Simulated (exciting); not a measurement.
Consider BaTiO3, space group Pm-3m.

```
Ba Ti O
1.0
     4.00600    0.00000    0.00000
     0.00000    4.00600    0.00000
     0.00000    0.00000    4.00600
Ba Ti O
1 1 3
Cartesian
  2.0030 2.0030 2.0030
  0.0000 0.0000 0.0000
  0.0000 0.0000 2.0030
  0.0000 2.0030 0.0000
  2.0030 0.0000 0.0000
```

Absorber: atom 2, with 6 O at 2.00 Å (octahedral, site symmetry m-3m). Method: exciting, all-electron LAPW+lo, LDA, spinor conduction states, exchange and screened direct term (singlet BSE), 2×2×2 shifted k points, 16 conduction spinor bands, |G+q| up to 4.5 bohr⁻¹ (4.9 in the exchange term), full RPA screening with nempty = 65, Lorentzian half width 0.25 eV.

**Question.** What does the Ti L₂,₃ spectrum look like, and is there a bound core exciton?

Bound core exciton? Yes on this mesh: the first bright state (over 5 % of the brightest) lies at -2.59 eV from the Kohn–Sham onset and at -3.05 eV from the lowest bare transition of its own mesh; weaker or dark states reach down to -2.91 eV. Maxima (height): -2.2 eV (0.57), -0.1 eV (1.00), 3.5 eV (0.76) and 5.4 eV (0.86).

Energy from the Kohn–Sham onset, core level to the lowest empty state found on the meshes used; Im ε in relative units:

```tsv
E (eV)	Im ε
-4.50	0.01
-4.25	0.02
-4.00	0.02
-3.75	0.03
-3.50	0.03
-3.25	0.05
-3.00	0.08
-2.75	0.14
-2.50	0.26
-2.25	0.53
-2.00	0.41
-1.75	0.19
-1.50	0.14
-1.25	0.16
-1.00	0.25
-0.75	0.40
-0.50	0.62
-0.25	0.89
0.00	0.97
0.25	0.53
0.50	0.28
0.75	0.17
1.00	0.10
1.25	0.08
1.50	0.06
1.75	0.06
2.00	0.06
2.25	0.06
2.50	0.08
2.75	0.11
3.00	0.20
3.25	0.43
3.50	0.76
3.75	0.48
4.00	0.24
4.25	0.18
4.50	0.22
4.75	0.38
5.00	0.58
5.25	0.75
5.50	0.84
5.75	0.49
```

A mesh of 8 points doesn't converge binding energies, and the weak maxima beyond the white lines are largely noise of the mesh. The multiplet shape isn't converged in the kernel cutoffs, and the cutoff of the direct term wasn't varied. Measured L₃ and L₂ lines of such d⁰ ions are about equally strong. The zero comes from the unshifted 4×4×4 ground-state mesh; it is exact only where the band minimum lies on that mesh. The Kohn–Sham onset, 438 eV, is no photon energy (tabulated edge of the element: 453.8 eV): the scale needs a rigid shift. Bands and screening come from semilocal DFT, whose small gap overscreens. Charge-transfer satellites and vibrations lie outside this two-particle theory. The structure is a published determination, not relaxed.

[Banner, clock and machine lines of the logs are left out without a mark of their own.]

[Logs are printed without paths, hosts, clocks, repeated set-up lines and the standing remarks that a program may print on its own settings, such as how far it seeks lower states.]

[Hosts, paths, dates, database ids (printed as entryN), source tags and the programs' standing remarks are cut or masked in the printed files.]
